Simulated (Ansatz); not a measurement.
# How LiF (Griceite, Fm-3m) expands on warming, part 2 of 2

Wanted: α(T), C_P(T) and B(T) of LiF (Griceite) in the quasi-harmonic approximation.

What experiment has found for this phase:
- volume expansion coefficient 99.6 1e-6/K and heat capacity C_P per formula unit 42 J/mol/K near room temperature (given in “High-Throughput Prediction of Finite-Temperature Properties using the Quasi-Harmonic Approximation”, 2016, arXiv:1603.06924)
- volume expansion coefficient 106.5 1e-6/K near room temperature (given in “Descriptors for thermal expansion in solids”, 2017, arXiv:1701.03966)

Ansatz 0.2.0; DFT PBE, scalar-relativistic, plane waves, PAW (the session's first sound run).

So far. Step 4 (Relaxing to small residual forces and stress): The residual pressure is 0.0030 GPa, small enough for phonons. Step 5 (Relaxing at another setting): The residual pressure is -0.0011 GPa, small enough for phonons. The relaxed cell has a = 4.000 Å (conventional setting).

**6. Phonons on strained cells**

Thermal expansion follows from how the free energy of the vibrations (and of the electrons in a metal) changes with strain, so the program makes strained cells, their phonons and a fit in one run.

The input, input.yaml:

```yaml
crystal:
  lattice:
    - [0.0, 2.0001116586, 2.0001116586]
    - [2.0001116586, 0.0, 2.0001116586]
    - [2.0001116586, 2.0001116586, 0.0]
  atoms:
    - { symbol: Li, position: [0.0, 0.0, 0.0] }
    - { symbol: F, position: [0.5, 0.5, 0.5] }
kpoints:
  mp_grid: { grid: [12, 12, 12] }
hamiltonian:
  xc: pbe
  dispersion: d3bj
scf:
  occupations: { method: fixed }
output:
  eigenvalues: true
phonons:
  method: dfpt
  qmesh: [4, 4, 4]
  temperatures: { t_max: 800.0, t_step: 50 }
  thermal_expansion: {}
```

The run is started by

```console
> ansatz run input.yaml --threads 4 --pin off --max-ram 16384MiB --backend cpu --events-out ev --progress --plain --runs-dir out
```

Wall time 7 min (4 threads of Intel Xeon Platinum 8375C at 2.90GHz (Ice Lake), shared host); peak memory 1.1 GiB.

Numbers from this step:

```yaml
pressure: -0.01225 GPa
gap_on_the_k_mesh: 9.273 eV
volume_expansion_coefficient_at_298_k: 121.3 1e-6/K
c_p_at_298_k: 21.96 J/mol-atom/K
entropy_at_298_k: 19.00 J/mol-atom/K
isothermal_bulk_modulus_at_298_k: 60.73 GPa
grueneisen_parameter_at_298_k: 1.799
volume_at_298_k: 8.364 Å³/atom
principal_linear_expansion_coefficients_at_298_k: 40.42, 40.42, 40.42 1e-6/K
```

Strained cells of the study; zero-point energy where phonons were solved; the pressures are stresses at a fixed cutoff and can carry an offset from the finite basis. Expansion cells, by row:

```
cell  |a| (Å)  |b| (Å)  |c| (Å)  V (Å³/atom)  E - E_lowest (meV/atom)  pressure, compression positive (GPa)  gap (eV)  zero-point energy (meV/atom)
   1    2.829    2.829    2.829        8.001                        0                                -0.024     9.273                             -
   2    2.851    2.851    2.851        8.195                    1.061                                -1.717     9.058                             -
   3    2.806    2.806    2.806        7.812                    1.065                                 1.847     9.494                             -
   4    2.829    2.829    2.829        8.002                        0                                -0.026     9.273                         61.36
   5    2.843    2.843    2.843        8.122                    0.423                                -1.105     9.138                         59.94
   6    2.857    2.857    2.857        8.242                    1.615                                -2.096     9.008                         58.55
   7    2.885    2.885    2.885        8.489                    6.283                                -3.919     8.753                         55.78
   8    2.914    2.914    2.914        8.744                    13.81                                -5.516     8.508                         53.04
   9    2.942    2.942    2.942        9.007                    24.01                                 -6.91     8.271                          50.3
  10    2.972    2.972    2.972        9.277                    36.71                                -8.119     8.043                         47.54
  11    2.801    2.801    2.801        7.766                    1.679                                 2.345     9.551                             -
  12    2.815    2.815    2.815        7.883                    0.409                                 1.124     9.411                             -
  13    2.995    2.995    2.995        9.501                    48.68                                -8.972     7.865                             -
  14    3.006    3.006    3.006        9.604                    54.53                                -9.321     7.787                         44.24
```

Quasi-harmonic; a, b, c are the run's own cell vectors. Expansion, by row:

```
T (K)  a (Å)  b (Å)  c (Å)  alpha (deg)  beta (deg)  gamma (deg)  cell volume (Å³/cell)  alpha_a (1e-6/K)  alpha_b (1e-6/K)  alpha_c (1e-6/K)  alpha_V (1e-6/K)  C_P (J/mol-atom/K)  C_V (J/mol-atom/K)  S (J/mol-atom/K)  B_T (GPa)  B_S (GPa)  Grueneisen  extrapolation  fit error (1e-6/K)
    0  2.853  2.853  2.853           60          60           60                  16.42                 0                 0                 0                 0                   0                   0                 0       69.4       69.4           -              0                   0
   50  2.853  2.853  2.853           60          60           60                  16.42              1.86              1.86              1.86              5.58               1.085               1.084             0.309      69.33      69.37       1.764              0                0.14
  100  2.854  2.854  2.854           60          60           60                  16.44             12.41             12.41             12.41             37.23               7.075               7.027             2.722      68.57      69.03       1.798              0                0.21
  150  2.857  2.857  2.857           60          60           60                  16.48              23.1              23.1              23.1             69.29               13.05               12.81             6.782      67.02      68.27       1.799              0                0.25
  200  2.861  2.861  2.861           60          60           60                  16.55             30.67             30.67             30.67                92                17.2               16.65             11.14      65.09      67.23       1.792              0                0.23
  250  2.865  2.865  2.865           60          60           60                  16.64             36.16             36.16             36.16             108.5               20.01               19.09              15.3      62.95      66.01       1.792              0                0.19
298.1  2.871  2.871  2.871           60          60           60                  16.73             40.42             40.42             40.42             121.3               21.96               20.61                19      60.73      64.68       1.799              0                0.31
  300  2.871  2.871  2.871           60          60           60                  16.73             40.58             40.58             40.58             121.7               22.02               20.66             19.14      60.64      64.62         1.8              0                0.32
  350  2.877  2.877  2.877           60          60           60                  16.84             44.54             44.54             44.54             133.6               23.56               21.72             22.66      58.14      63.07       1.813              0                0.53
  400  2.884  2.884  2.884           60          60           60                  16.96             48.48             48.48             48.48             145.4               24.85               22.45             25.89       55.4      61.31       1.832              0                0.74
  450  2.891  2.891  2.891           60          60           60                  17.09             52.81             52.81             52.81             158.4               26.02               22.98             28.88      52.36      59.29       1.857              0                0.93
  500  2.899  2.899  2.899           60          60           60                  17.23             57.99             57.99             57.99               174               27.21               23.37             31.68      48.91      56.94       1.889              0                0.97
  550  2.908  2.908  2.908           60          60           60                  17.39             64.72             64.72             64.72             194.2               28.54               23.66             34.34      44.89      54.13       1.928              0                0.72
  600  2.918  2.918  2.918           60          60           60                  17.57             74.41             74.41             74.41             223.2               30.23               23.89             36.89      40.06      50.69        1.98              0                0.58
  650   2.93   2.93   2.93           60          60           60                  17.78             90.46             90.46             90.46             271.4               32.79               24.07              39.4      33.99       46.3       2.052              0                2.39
  700  2.945  2.945  2.945           60          60           60                  18.07             125.3             125.3             125.3               376               38.02               24.23             41.99      25.62      40.21       2.164              0                7.51
  750  2.973  2.973  2.973           60          60           60                  18.59             370.1             370.1             370.1              1110               73.67               24.37             45.25       9.52       28.8       2.429              0               67.28
```

Table of expansion coefficient by temperature; values in 1e-6/K:

```
temperature (K)  volume  principal 1
              0       0            0
             50    5.58         1.86
            100    37.2         12.4
            150    69.3         23.1
            200      92         30.7
            250     108         36.2
            298     121         40.4
            300     122         40.6
            350     134         44.5
            400     145         48.5
            450     158         52.8
            500     174         58.0
            550     194         64.7
            600     223         74.4
            650     271         90.5
            700     376          125
            750    1110          370
```

At 298 K the volume expansion is 121 × 10⁻⁶/K and B_T is 60.7 GPa. The program raised the cutoff to 487.2 eV by itself: with no cutoff typed, the study takes about 1.16 times the default for its relaxations and scales it with the volume for the phonons.

**7. Results**

```yaml
settings_of_these_figures: PBE+D3(BJ), 487.2 eV, k 12×12×12, q 4×4×4
volume_expansion_coefficient_at_298_k: 121.3 1e-6/K
c_p_at_298_k: 21.96 J/mol-atom/K
entropy_at_298_k: 19.00 J/mol-atom/K
isothermal_bulk_modulus_at_298_k: 60.73 GPa
grueneisen_parameter_at_298_k: 1.799
volume_at_298_k: 8.364 Å³/atom
principal_linear_expansion_coefficients_at_298_k: 40.42, 40.42, 40.42 1e-6/K
```

In words: Near room temperature LiF (Griceite) expands by 121 × 10⁻⁶/K in volume by PBE+D3(BJ), with C_P = 22.0 J/(mol K) per mole of atoms and B_T = 60.7 GPa. At some temperatures (first at 750 K) the program's own estimate of the fit error is large against the linear coefficients, so those rows are unreliable. Between 298.15 and 750 K the bulk modulus falls by 84 % and the Grüneisen parameter grows; in this range the quasi-harmonic approximation, which lacks anharmonicity at fixed volume, tends to overshoot. C_P at room temperature is 88 % of the classical 3R an atom; C_V is 83 %, and the rest is expansion work. Above 750 K the study finds no volume of rest, and gives nothing there: the quasi-harmonic free energy has lost its minimum, and the figures just below are already near that breakdown. A measured volume expansion coefficient near room temperature is 99.6 1e-6/K (arXiv:1603.06924); the calculated 121 1e-6/K differs by +22 %. A measured heat capacity per formula unit near room temperature is 42 J/mol/K (arXiv:1603.06924); the calculated 43.9 J/mol/K differs by +5 %. The dispersion term is taken with its C6 weights frozen at the crystal at rest, in the force constants and, in the expansion study, in the energies too.

[Logs are printed without paths, hosts, clocks, repeated set-up lines and the standing remarks that a program may print on its own settings, such as how far it seeks lower states.]

[Hosts, paths, dates, database ids (printed as entryN), source tags and the programs' standing remarks are cut or masked in the printed files.]

[A step with changed settings may run another functional than the one named; its input shows which.]
